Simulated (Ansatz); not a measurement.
# Structural relaxation of amorphous polyethylene (as short chains C12H26), from a frame at 300 K (76 atoms)

Wanted: the relaxed structure of amorphous polyethylene (as short chains C12H26), from a frame at 300 K (76 atoms) and its electronic structure.

Main program and level: Ansatz 0.2.0; Kohn-Sham DFT, r2SCAN+D4, PAW (set soft_2), plane waves.

## Step 1: Starting point

The cell holds 76 atoms: 24 C and 52 H. Cell: a = 8.883 Å, b = 8.883 Å, c = 8.883 Å, α = 90.0°, β = 90.0°, γ = 90.0°. 2 polyethylene chains of 5 units with methyl end groups placed at random, at 0.807 g/cm³; overlaps pushed apart, then 20 ps at 800 K with MMFF94 bonds, angles, torsions, charges and radii (Halgren, J. Comput. Chem. 17, 490 (1996)) in harmonic and 12-6 forms. Snapshot after 30 ps at 300 K and fixed volume.

Limits known from the start: The network of contacts between molecules at the start is that of the classical potential that made the cell. Sampling is at Γ alone, for a cell whose shortest periodic width is 9 Å.

## Step 2: Single point at the start

A single point comes first, to see the forces before anything moves.

input.yaml

```yaml
crystal:
  lattice:
    - [8.88329, 0.0, 0.0]
    - [0.0, 8.88329, 0.0]
    - [0.0, 0.0, 8.88329]
  atoms:
    - { symbol: C, position: [0.69158, 0.8425, 0.63994] }
    - { symbol: C, position: [0.6531, 0.98961, 0.70732] }
    - { symbol: C, position: [0.58855, 0.96743, 0.86448] }
    - { symbol: C, position: [0.56505, 0.11655, 0.9499] }
    [... 66 atom lines left out ...]
    - { symbol: H, position: [0.96308, 0.86044, 0.90357] }
    - { symbol: H, position: [0.16394, 0.93754, 0.09058] }
    - { symbol: H, position: [0.18247, 0.11403, 0.02298] }
    - { symbol: H, position: [0.88663, 0.11549, 0.07251] }
    - { symbol: H, position: [0.01838, 0.12518, 0.24088] }
    - { symbol: H, position: [0.92292, 0.96921, 0.19309] }
kpoints:
  mp_grid: { grid: [1, 1, 1] }
hamiltonian:
  xc: r2scan
  dispersion: d4
scf:
  occupations: { method: fixed }
output:
  forces: true
  stress: true
  populations: intrinsic
  dos:
    method: { smearing: { sigma: 0.15 } }
    de: 0.1
    projected: { site_lists: { C: [C], H: [H] } }
  eigenvalues: true
```

On the command line:

```console
> ansatz run input.yaml --threads 4 --pin off --max-ram 8192MiB --backend cpu --events-out ev --progress --plain --runs-dir out
```

It took 17 s on 4 threads of Arm Neoverse V2, shared host; peak memory 2 GiB; 66 s of CPU time.

The run gave:

* free energy: -6881.2239 eV
* free energy per atom: -90.5424 eV/atom
* SCF cycles: 8
* pressure: 1.105 GPa
* r.m.s. force component: 0.8766 eV/Å
* longest force: 3.407 eV/Å
* Fermi energy: -2.066 eV
* gap (highest filled to lowest empty level): 5.964 eV

The r.m.s. force component of 0.88 eV/Å and the pressure of 1.1 GPa set the starting point.

Length of the force by element:

| element | coordination | atoms | mean length of the force (eV/Å) | spread | least | most |
| --- | --- | --- | --- | --- | --- | --- |
| C | all | 24 | 2.06 | 0.692 | 0.897 | 3.41 |
| H | all | 52 | 0.970 | 0.502 | 0.196 | 2.28 |

## Step 3: Cell and atoms relaxed

The cell is relaxed with the atoms, since the starting lattice needn't suit this functional.

input.yaml, the sections that differ from step 2:

```yaml
output:
  forces: true
relax:
  f_tol: 0.05
  max_steps: 200
  cell: {}
# crystal, kpoints, hamiltonian, scf: as in step 2
```

Wall time 4.8 min (4 threads); peak memory 2.1 GiB.

Step by step:

| step | energy less that of the first step (eV) | largest force component (eV/Å) | pressure (GPa) | volume (Å³) |
| --- | --- | --- | --- | --- |
| 1 | 0.0000 | 2.8706 | 1.11 | 701.01 |
| 2 | -2.5933 | 1.3985 | -0.32 | 720.58 |
| 3 | -3.0062 | 0.3082 | -0.09 | 715.12 |
| 4 | -3.0756 | 0.0509 | -0.02 | 706.81 |
| 5 | -3.1132 | 0.2639 | -0.50 | 698.73 |
| 6 | -3.1647 | 0.1937 | -0.45 | 692.43 |
| 7 | -3.2268 | 0.1696 | -0.17 | 687.84 |
| 8 | -3.2825 | 0.2369 | -0.63 | 679.19 |
| 9 | -3.3243 | 0.2970 | 0.45 | 670.17 |
| 10 | -3.2850 | 0.5641 | -0.77 | 659.08 |
| 11 | -3.3686 | 0.0798 | 0.14 | 661.82 |
| 12 | -3.3843 | 0.0249 | 0.00 | 657.54 |
| 13 | -3.3866 | 0.3414 | -0.28 | 651.85 |
| 14 | -3.3932 | 0.0878 | -0.04 | 655.58 |
| 15 | -3.3972 | 0.0048 | 0.00 | 653.96 |
| 16 | -3.3983 | 0.2053 | -0.07 | 651.62 |
| 17 | -3.4007 | 0.0224 | 0.04 | 653.04 |
| 18 | -3.4022 | 0.0179 | 0.01 | 652.31 |
| 19 | -3.4045 | 0.0878 | -0.15 | 649.16 |
| 20 | -3.4060 | 0.0184 | 0.00 | 650.69 |
| 21 | -3.3898 | 0.0190 | 0.00 | 650.69 |

Relaxation step 10 was tried and not accepted.

```
     cell as run  before  after  change
           a (Å)   8.883  8.832  -0.6 %
           b (Å)   8.883  8.305  -6.5 %
           c (Å)   8.883  8.904  +0.2 %
           α (°)   90.00  91.82  +2.0 %
           β (°)   90.00  94.37  +4.9 %
           γ (°)   90.00  91.02  +1.1 %
volume (Å³/atom)    9.22   8.56  -7.2 %
```

The atoms that moved most (Å, as changes of fractional coordinates times the final cell):

| atom | dx | dy | dz | length |
| --- | --- | --- | --- | --- |
| H36 | -0.976 | 0.387 | 0.950 | 1.416 |
| H34 | -0.590 | 0.087 | 1.006 | 1.169 |
| H38 | -0.819 | 0.727 | 0.336 | 1.145 |
| H35 | -0.393 | 0.022 | 0.998 | 1.073 |
| H24 | 0.923 | -0.481 | 0.093 | 1.044 |
| H72 | 0.542 | 0.832 | -0.270 | 1.029 |
| C12 | -0.639 | 0.468 | 0.619 | 1.006 |
| H22 | 0.678 | -0.713 | -0.057 | 0.986 |

The relaxation changed the energy by -44.6 meV/atom, and atoms moved by 0.69 Å r.m.s., 1.4 Å at most.

## Step 4: Distances and neighbours after relaxation

Bonds before and after, by the cutoffs listed below:

| pair | bonds before | bonds after | mean before (Å) | mean after (Å) | spread before (Å) | spread after (Å) |
| --- | --- | --- | --- | --- | --- | --- |
| H-C | 52 | 52 | 1.098 | 1.095 | 0.030 | 0.002 |
| C-C | 22 | 22 | 1.515 | 1.523 | 0.034 | 0.003 |

Density 0.869 g/cm³, 8.562 Å³ an atom.

Pair distribution functions g(r), in bins of 0.2 Å:

```
r (Å)  total   H-H   H-C   C-C
 1.00   4.04  0.00  9.35  0.00
 1.20   0.00  0.00  0.00  0.00
 1.40   0.00  0.00  0.00  0.00
 1.60   0.85  0.00  0.00  8.50
 1.80   0.94  2.00  0.00  0.00
 2.00   0.00  0.00  0.00  0.00
 2.20   2.05  0.58  4.10  0.00
 2.40   0.83  1.78  0.00  0.00
 2.60   1.39  2.29  0.09  2.78
 2.80   1.27  0.73  2.14  0.00
 3.00   1.10  1.63  0.73  0.19
 3.20   0.76  0.80  0.85  0.17
 3.40   0.65  0.50  0.96  0.00
 3.60   0.63  0.62  0.78  0.07
 3.80   0.83  0.95  0.67  0.98
 4.00   0.98  0.97  0.80  1.82
```

Bonds by pair of elements; cutoffs follow the first minimum of g(r), held within bounds set by covalent radii, and pairs that aren't listed don't count as bonded:

```csv
pair A-B,cutoff (Å),bonds,mean length (Å),spread (Å),shortest (Å),B about A,A about B
H-C,1.34,52,1.09,0.002,1.09,1,2.17
C-C,1.85,22,1.52,0.003,1.52,1.83,1.83
```

How many atoms have how many bonded neighbours:

| element | mean | 1 | 4 |
| --- | --- | --- | --- |
| C | 4 | 0 | 24 |
| H | 1 | 52 | 0 |

Bond angles (no mean is given where the spread exceeds 20°):

```csv
angle,count,mean (°),spread (°)
C-C-H,92,110,0.8
H-C-H,32,106,0.9
C-C-C,20,113,0.6
```

By these cutoffs all C atoms have 4 and all H atoms have 1 bonded neighbour. The C-C-H angle averages 110° with a spread of 0.8°.

## Step 5: Single point at the relaxed geometry

The electronic structure is read at the final geometry, in a run of its own.

input.yaml

```yaml
crystal:
  lattice:
    - [8.8251, -0.07919, -0.33899]
    - [-0.07919, 8.30299, -0.13843]
    - [-0.33899, -0.13843, 8.89629]
  atoms:
    - { symbol: C, position: [0.64452, 0.8241, 0.56834] }
    - { symbol: C, position: [0.62125, 0.96927, 0.67182] }
    - { symbol: C, position: [0.60003, 0.92454, 0.83344] }
    - { symbol: C, position: [0.57449, 0.0707, 0.93592] }
    [... 66 atom lines left out ...]
    - { symbol: H, position: [0.03573, 0.84023, 0.93768] }
    - { symbol: H, position: [0.22526, 0.03792, 0.06414] }
    - { symbol: H, position: [0.11932, 0.1967, 0.9912] }
    - { symbol: H, position: [0.89747, 0.11059, 0.13041] }
    - { symbol: H, position: [0.05881, 0.15184, 0.25587] }
    - { symbol: H, position: [0.00259, 0.95074, 0.20699] }
kpoints:
  mp_grid: { grid: [1, 1, 1] }
hamiltonian:
  xc: r2scan
  dispersion: d4
scf:
  occupations: { method: fixed }
output:
  forces: true
  stress: true
  populations: true
  dos:
    method: { smearing: { sigma: 0.1 } }
    de: 0.1
    projected: { site_lists: { C: [C], H: [H] } }
  eigenvalues: true
  write_density: true
  write_potential: true
  volumetric_format: npy
  elf: true
```

Wall time 17 s (4 threads); peak memory 1.8 GiB; 65 s of CPU time.

The program notes that the exchange-correlation potential is rough where the density is thin.

The run gave:

* free energy: -6884.6137 eV
* free energy per atom: -90.5870 eV/atom
* SCF cycles: 8
* pressure: -0.00123 GPa
* r.m.s. force component: 0.00351 eV/Å
* longest force: 0.02297 eV/Å
* Fermi energy: -2.502 eV
* gap (highest filled to lowest empty level): 6.959 eV
* spilling of the projection: 0.01133

Löwdin charges by element (they lack the spilled electrons, 0.022 e an atom on average):

```
element  coordination  atoms  mean charge (e)  spread   least    most
      C           all     24           -0.283  0.0726  -0.449  -0.238
      H           all     52            0.163  0.0081   0.151   0.185
```

Density of states as counts of states in windows of 1 eV (from the Fermi level), total and the larger projections:

| from (eV) | to (eV) | total | C p | H s | C s |
| --- | --- | --- | --- | --- | --- |
| -15 | -14 | 3.9 | 0.2 | 1.0 | 2.6 |
| -14 | -13 | 8.1 | 0.8 | 1.9 | 5.3 |
| -13 | -12 | 4.0 | 0.6 | 0.9 | 2.4 |
| -12 | -11 | 4.0 | 0.8 | 0.9 | 2.3 |
| -11 | -10 | 4.0 | 0.9 | 1.0 | 2.1 |
| -10 | -9 | 4.4 | 1.1 | 1.2 | 2.1 |
| -9 | -8 | 5.4 | 1.5 | 1.6 | 2.2 |
| -8 | -7 | 12.2 | 4.1 | 4.1 | 3.7 |
| -7 | -6 | 2.0 | 0.7 | 0.7 | 0.5 |
| -6 | -5 | 5.3 | 3.6 | 1.4 | 0.0 |
| -5 | -4 | 10.8 | 7.9 | 2.6 | 0.1 |
| -4 | -3 | 18.7 | 14.0 | 4.3 | 0.2 |
| -3 | -2 | 16.0 | 11.3 | 4.3 | 0.2 |
| -2 | -1 | 19.7 | 12.5 | 6.9 | 0.2 |
| -1 | 0 | 28.7 | 17.9 | 10.4 | 0.2 |
| 0 | 1 | 0.9 | 0.8 | 0.1 | 0.0 |
| 1 | 5 | 0.0 | 0.0 | 0.0 | 0.0 |

With fixed occupations the program's Fermi level is the highest filled level; weight inside the gap is the broadening of levels at its edges.

The levels nearest the highest filled one (over half full), pooled over k-points and spins:

```csv
level less the highest filled one (eV),occupation
-0.417,2
-0.366,2
-0.279,2
-0.147,2
-0.104,2
0,2
6.96,0
7.34,0
7.66,0
7.78,0
7.99,0
8.16,0
```

Mean Löwdin charges: C -0.28, H +0.16 e (they miss 1.1 % of the electrons, so they add up to more than the cell's charge). The largest share in the top eV of filled states is C p (64 % of the projected weight), and in the lowest eV of empty states H s (52 % of the projected weight).

## Step 6: Summary of results

| Item | Value |
| --- | --- |
| energy change in the relaxation | -44.6 meV/atom |
| r.m.s. displacement | 0.685 Å |
| largest displacement | 1.416 Å |
| free energy per atom | -90.5870 eV/atom |
| pressure | -0.00123 GPa |
| r.m.s. force component | 0.00351 eV/Å |
| gap (highest filled to lowest empty level) | 6.959 eV |
| wall time of the 3 DFT runs | 5.3 min |

What this shows: Relaxation lowers the energy by 44.6 meV/atom and moves atoms by 0.69 Å r.m.s.; the r.m.s. force component goes from 0.88 to 0.0035 eV/Å, the pressure goes from 1.1 to -0.0012 GPa, and the gap from 5.96 to 6.96 eV. Displacements are taken in the final cell, so they leave out its strain. By the final cutoffs no bond was broken or made. The cell shrank by 7.2 % in volume. From the first step to the last the energy fell by 3.390 eV, and the largest move was 1.42 Å (H36). The C-C bonds change most in mean length: from 1.515 Å (spread 0.034) to 1.523 Å (spread 0.003). By these cutoffs all C atoms have 4 and all H atoms have 1 bonded neighbour. Filled and empty levels are parted by 6.96 eV (at Γ alone); a semilocal functional tends to put such gaps too low. In a disordered cell it changes from sample to sample, and tail or defect levels can set it.

**Limits.** The network of contacts between molecules at the start is that of the classical potential that made the cell; in DFT atoms moved by 0.69 Å r.m.s.

[Logs are printed without paths, hosts, clocks, repeated set-up lines and the standing remarks that a program may print on its own settings, such as how far it seeks lower states.]

[Hosts, paths, dates, database ids (printed as entryN), source tags and the programs' standing remarks are cut or masked in the printed files.]

[The MMFF94 radii named for the starting cell were scaled by 0.96; in molecules described by MMFF94, hydrogen bound to N, O or S took a small fixed 12-6 site in their place.]
